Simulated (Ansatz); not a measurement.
# Work function of Au(110): what the settings cost and change, part 2 of 2

Aim: the work function of Au(110) across levels of theory at one geometry.

Ansatz 0.2.0; plane-wave DFT, PBE, Ansatz PAW (the session's first sound run).

So far, work function, upper face (eV): step 2 (run, setting PBE, Ansatz PAW (420 eV)) 4.94; step 4 (PBEsol) 5.07; step 5 (RPBE) 4.77; step 6 (r2SCAN) 4.95; step 7 (PBE JTH) 4.95.

### 8. Run

This step: plane-wave DFT, PBE, norm-conserving (Ansatz 0.2.0).

Input file input.yaml:

```yaml
crystal:
  lattice:
    - [4.08, 0.0, 0.0]
    - [0.0, 2.8849956672, 0.0]
    - [0.0, 0.0, 26.6549870017]
  atoms:
    - { symbol: Au, position: [0.0, 0.0, 0.3376478855] }
    - { symbol: Au, position: [0.5, 0.5, 0.391765257] }
    - { symbol: Au, position: [0.0, 0.0, 0.4458826285] }
    - { symbol: Au, position: [0.5, 0.5, 0.5] }
    - { symbol: Au, position: [0.0, 0.0, 0.5541173715] }
    - { symbol: Au, position: [0.5, 0.5, 0.608234743] }
    - { symbol: Au, position: [0.0, 0.0, 0.6623521145] }
kpoints:
  mp_grid: { grid: [10, 14, 1] }
hamiltonian:
  xc: pbe
  pseudopotentials: { kind: nc }
scf:
  occupations: { method: fermi_dirac, width: 0.1 }
  convergence: { dr2_threshold: 1.0e-09 }
efield:
  axis: 3
  dipole_correction: true
  ramp_position: 0.97
  ramp_width: 0.06
output:
  write_potential: true
  write_density: true
  volumetric_format: npy
```

Started as:

```bash
> ansatz run input.yaml --threads 4 --pin off --max-ram 6144MiB --backend cpu --events-out ev --progress --plain --runs-dir out
```

The log of the run:

```text
[...]
Crystal: 7 atoms, lattice volume = 313.750 Å³
Basis set: ecut = 1034.032677 eV, 23741 PW (Γ)
Bands: 80, of which v1, the nominal top of the filled ones, is band 67 counted from 1 (66 counted from 0)
Symmetry: 4 space group operations
k-points: 48 of 140
[...]
k-point 0: bands = [... 63 lower, 2.8351, 3.0365, 3.1802, 3.6116, 5.1602, 6.8030, 7.1891, 8.9077, ... 9 higher]
  k-point 1: bands = [... 63 lower, 2.7182, 3.0183, 3.1287, 3.6611, 5.2611, 7.1644, 7.3130, 9.0457, ... 9 higher]
  k-point 2: bands = [... 63 lower, 2.7302, 2.9753, 3.1748, 3.8036, 5.5499, 7.6571, 8.0622, 9.3348, ... 9 higher]
  k-point 47: bands = [... 63 lower, 4.8238, 4.9410, 6.7374, 6.9767, 7.9073, 7.9225, 8.0688, 8.1835, ... 9 higher]
[key lines of the parts left out:]
SCF converged after 10 iterations
Free energy (F): -28192.144881 eV
Fermi energy:    4.779220 eV
Dipole field:    D = -0.000000 V/Å  (p = -0.000000 e·Å, saw-weighted, corrected)
Work function:   Φ+ = 4.9436 eV   Φ− = 4.9436 eV
```

Run time: 6.9 min. Hardware: 4 threads of Arm Neoverse N1, shared host; peak memory 4.6 GiB.

The work function is 4.944 eV, -0.000 eV from the run “PBE, Ansatz PAW (420 eV)”, at 4.9 times its CPU time.

### 9. Slab

This step: plane-wave DFT, LDA, norm-conserving (Ansatz 0.2.0).

input.yaml: that of step 8 with these lines changed.

```diff
@@ -16,3 +16,3 @@
 hamiltonian:
-  xc: pbe
+  xc: lda
   pseudopotentials: { kind: nc }
```

The log of the run:

```text
[...]
Crystal: 7 atoms, lattice volume = 313.750 Å³
Basis set: ecut = 1034.032677 eV, 23741 PW (Γ)
Bands: 80, of which v1, the nominal top of the filled ones, is band 67 counted from 1 (66 counted from 0)
Symmetry: 4 space group operations
k-points: 48 of 140
[...]
k-point 0: bands = [... 63 lower, 2.4610, 2.6637, 2.8069, 3.2042, 4.7221, 6.3356, 6.7523, 8.4478, ... 9 higher]
  k-point 1: bands = [... 63 lower, 2.3523, 2.6432, 2.7555, 3.2524, 4.8219, 6.7004, 6.8768, 8.6516, ... 9 higher]
  k-point 2: bands = [... 63 lower, 2.3558, 2.6009, 2.8009, 3.3901, 5.1077, 7.2216, 7.6023, 8.9658, ... 9 higher]
  k-point 47: bands = [... 63 lower, 4.3746, 4.4953, 6.2919, 6.5295, 7.4169, 7.4321, 7.5780, 7.6823, ... 9 higher]
[key lines of the parts left out:]
SCF converged after 8 iterations
Free energy (F): -28103.810449 eV
Fermi energy:    4.342217 eV
Dipole field:    D = 0.000000 V/Å  (p = 0.000000 e·Å, saw-weighted, corrected)
Work function:   Φ+ = 5.3602 eV   Φ− = 5.3602 eV
```

Elapsed: 6 min, on 4 threads; peak memory 4.5 GiB; 21 min of CPU time.

The work function is 5.360 eV, +0.416 eV from the run “PBE, Ansatz PAW (420 eV)”, at 4.2 times its CPU time.

### 10. Run, setting PBE, all layers relaxed

This step: plane-wave DFT, PBE, Ansatz PAW (Ansatz 0.2.0).

input.yaml: that of step 9 with these lines changed.

```diff
@@ -16,4 +16,3 @@
 hamiltonian:
-  xc: lda
-  pseudopotentials: { kind: nc }
+  xc: pbe
 scf:
@@ -26,2 +25,5 @@
   ramp_width: 0.06
+relax:
+  f_tol: 0.01
+  max_steps: 40
 output:
```

The log of the run:

```text
[...]
Crystal: 7 atoms, lattice volume = 313.750 Å³
Basis set: ecut = 420 eV, 6129 PW (Γ), exchange–correlation on 60×40×360 points (8 copies of the dense FFT grid, shifted against one another)
Bands: 80, of which v1, the nominal top of the filled ones, is band 67 counted from 1 (66 counted from 0)
Symmetry: 4 space group operations
k-points: 48 of 140
[...]
atoms:
    - { symbol: Au, position: [0, 0, 0.332906] }
    - { symbol: Au, position: [0.5, 0.500000, 0.383948] }
    - { symbol: Au, position: [0, 0, 0.443729] }
    - { symbol: Au, position: [0.5, 0.500000, 0.500000] }
    - { symbol: Au, position: [0, 0, 0.556271] }
    - { symbol: Au, position: [0.5, 0.500000, 0.616052] }
    - { symbol: Au, position: [0, 0, 0.667094] }
[key lines of the parts left out:]
SCF converged after 7 iterations
Free energy (F): -92043.977234 eV
Fermi energy:    4.731205 eV
Dipole field:    D = -0.000000 V/Å  (p = -0.000000 e·Å, saw-weighted, corrected)
Work function:   Φ+ = 4.9369 eV   Φ− = 4.9369 eV
```

Elapsed: 4 min, on 4 threads; peak memory 1.2 GiB.

The relaxation took 4 steps and lowered the energy by 0.12 eV; the largest force on the free atoms ends at 3.9e-4 eV/Å.

The work function is 4.937 eV, -0.007 eV from the run “PBE, Ansatz PAW (420 eV)”, at 2.8 times its CPU time.

### 11. Run

This step: plane-wave DFT, PBE, fully relativistic PAW with spin-orbit coupling (Ansatz 0.2.0).

input.yaml: that of step 10 with these lines changed.

```diff
@@ -17,2 +17,3 @@
   xc: pbe
+  pseudopotentials: { kind: paw_fr }
 scf:
@@ -25,5 +26,5 @@
   ramp_width: 0.06
-relax:
-  f_tol: 0.01
-  max_steps: 40
+magnetization:
+  noncollinear: true
+  spin_orbit: true
 output:
```

The log of the run:

```text
[...]
non-collinear run that drives no moment, with spin-orbit: no starting moment large enough to seed its density (crystal.atoms[].spin), no starting occupations that ask for one, no magnetisation constraint and no magnetic field, so the semilocal B_xc is pinned to zero
Crystal: 7 atoms, lattice volume = 313.750 Å³
[...]
k-point 1: bands = [... 129 lower, 3.2460, 3.4685, 3.4685, 3.7117, 3.7117, 5.2326, 5.2326, 6.8898, ... 23 higher]
  k-point 2: bands = [... 129 lower, 3.1323, 3.2969, 3.2969, 3.8578, 3.8578, 5.5143, 5.5143, 7.5791, ... 23 higher]
  k-point 47: bands = [... 129 lower, 4.8130, 6.5435, 6.5435, 6.8302, 6.8302, 7.8943, 7.8943, 7.9084, ... 23 higher]
[key lines of the parts left out:]
SCF converged after 11 iterations
Magnetization: |M| = 0.0000 μB,  M = (+0.0000, +0.0000, +0.0000) μB
Free energy (F): -92306.168606 eV
Fermi energy:    4.752305 eV
Dipole field:    D = 0.000000 V/Å  (p = 0.000001 e·Å, saw-weighted, corrected)
Work function:   Φ+ = 4.9686 eV   Φ− = 4.9687 eV
```

Wall time 13 min (4 threads); peak memory 5.8 GiB; 48 min of CPU time.

The work function is 4.969 eV, +0.025 eV from the run “PBE, Ansatz PAW (420 eV)”, at 9.3 times its CPU time.

### 12. Side by side

Times are for 4 threads of Arm Neoverse N1, shared host. The runs compared:

| no. | setting | work function, upper face (eV) | time | memory (GiB) |
| --- | --- | --- | --- | --- |
| 1 | PBE, Ansatz PAW (420 eV) | 4.944 | 93 s | 1.5 |
| 2 | LDA, Ansatz PAW (420 eV) | 5.354 | 96 s | 1.5 |
| 3 | PBEsol, Ansatz PAW (420 eV) | 5.066 | 94 s | 1.5 |
| 4 | RPBE, Ansatz PAW (420 eV) | 4.766 | 95 s | 1.5 |
| 5 | r2SCAN, Ansatz PAW (500 eV) | 4.951 | 3.9 min | 2.3 |
| 6 | PBE, JTH PAW (750 eV) | 4.950 | 2.4 min | 2.1 |
| 7 | PBE, norm-conserving (1034 eV) | 4.944 | 6.9 min | 4.6 |
| 8 | LDA, norm-conserving (1034 eV) | 5.360 | 6 min | 4.5 |
| 9 | PBE, all layers relaxed | 4.937 | 4 min | 1.2 |
| 10 | PBE with spin-orbit coupling (420 eV) | 4.969 | 13 min | 5.8 |

### 13. The same run with other settings

This step: plane-wave DFT, PBE, Ansatz PAW (Ansatz 0.2.0).

An input spoilt on purpose, to show how the run answers: it repeats the earlier run “PBE, Ansatz PAW (420 eV)” with efield.axis from 3 to 0, and scf.max_iter set to 80; its output block differs too.

input.yaml: that of step 11 with these lines changed.

```diff
@@ -17,3 +17,2 @@
   xc: pbe
-  pseudopotentials: { kind: paw_fr }
 scf:
@@ -21,4 +20,5 @@
   convergence: { dr2_threshold: 1.0e-09 }
+  max_iter: 80
 efield:
-  axis: 3
+  axis: 0
   dipole_correction: true
@@ -26,5 +26,2 @@
   ramp_width: 0.06
-magnetization:
-  noncollinear: true
-  spin_orbit: true
 output:
```

The log of the run:

```text
Error: invalid value for `efield.axis`: must be in [1, 3]; got 0
```

Run time: 0.03 s. Hardware: 4 threads; peak memory 0.07 GiB; 0.02 s of CPU time.

The program refused the input before any cycle.

The program's message: “Error: invalid value for `efield.axis`: must be in [1, 3]; got 0”

The fault put into the input: an axis of 0, outside the range 1 to 3.

### 14. Results

| Property | Result |
| --- | --- |
| work function, PBE, Ansatz PAW (420 eV) | 4.944 eV |
| work function, LDA, Ansatz PAW (420 eV) | 5.354 eV |
| work function, RPBE, Ansatz PAW (420 eV) | 4.766 eV |
| work function, r2SCAN, Ansatz PAW (500 eV) | 4.951 eV |
| work function, LDA, norm-conserving (1034 eV) | 5.360 eV |
| work function, PBE, all layers relaxed | 4.937 eV |
| work function, PBE with spin-orbit coupling (420 eV) | 4.969 eV |

**Reading.** PBE on the default files gives 4.94 eV, and the settings tried spread the value from 4.77 to 5.36 eV. At one geometry LDA lies 0.41 eV above PBE. The choice of pseudopotentials moves the PBE value by 0.006 eV. Relaxing the layers changes it by -0.007 eV. Spin-orbit coupling, on the fully relativistic files, changes it by +0.02 eV. A compiled measured value is 5.16 eV (arxiv:1902.07811, 2019), but the real face reconstructs and these slabs don't, so it is no test of the method. The ladder's slabs use the tabulated experimental lattice constant (two decimals; a low-temperature value for the alkali metals).

[Long decimals in the printed logs are rounded to 6 places.]

[Logs are printed without paths, hosts, clocks, repeated set-up lines and the standing remarks that a program may print on its own settings, such as how far it seeks lower states.]

[Hosts, paths, dates, database ids (printed as entryN), source tags and the programs' standing remarks are cut or masked in the printed files.]

[Maps of the electrostatic potential energy from Ansatz leave out the sawtooth potential of an applied field or a dipole correction, so their vacuum need not be flat; planar profiles and work functions include it.]
